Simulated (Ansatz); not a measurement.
Two G0W0 runs on Ge2H (hydrogen-terminated (111) film, 4 layers).

The cell holds 6 atoms: 4 Ge and 2 H. Its edges and angles: a = 4.001 Å, b = 4.001 Å, c = 37.400 Å, α = 90.0°, β = 90.0°, γ = 120.0°. It derives from Ge. Vacuum lies along c.

```xyz
6
Lattice="4.0008 0.0000 0.0000 -2.0004 3.4648 0.0000 0.0000 0.0000 37.4000" Properties=species:S:1:pos:R:3
Ge    0.0000    2.3099   16.7013
Ge    0.0000    0.0000   17.4822
Ge    0.0000    0.0000   19.9178
Ge    2.0004    1.1549   20.6987
H     0.0000    2.3099   15.1496
H     2.0004    1.1549   22.2504
```

The structure was relaxed with PBEsol (ions only). The runs that relaxed it are not among those shown.

The first (Ansatz 0.2.0; start PBEsol, 6×6×1 mesh, 764 empty bands, screening to 75 eV, PAW set soft_1 files; 1 × NVIDIA H100 80GB HBM3 (shared by 6 runs) with 3 threads of AMD EPYC 7R13 (Zen 3), shared host) gave, on its mesh: starting gap 0.71 eV, G0W0 gap 1.52 eV, mean of 1 + 4πα/V (set by the cell height) 4.86, 61 s.

The second changes empty bands from 764 to 309 and screening cutoff (eV) from 75.0 to 41. What does it give?

It gave: starting gap 0.71 eV, G0W0 gap 1.40 eV, mean of 1 + 4πα/V (set by the cell height) 4.97, 25 s. The G0W0 gap moves by −0.11 eV, +0.00 eV from the start and −0.11 eV from the correction. Σc changes by +0.33 eV at the valence top and +0.22 eV at the conduction bottom, and Σx − Vxc between them by +0.00 eV.

Limits: not at the basis limit; coarse mesh for a sheet; no spin-orbit coupling.

[Paths, hosts, dates, memory and timing lines, banners, echoed tables and standing remarks are left out of the program output.]

[Logs are printed without paths, hosts, clocks, repeated set-up lines and the standing remarks that a program may print on its own settings, such as how far it seeks lower states.]

[Runs of the session that timed out or met a known fault of the program may be left out.]

[Cells called generated may have been cut or substituted from an entry of the Crystallography Open Database or the Materials Project.]

[Hosts, paths, dates, database ids (printed as entryN), source tags and the programs' standing remarks are cut or masked in the printed files.]
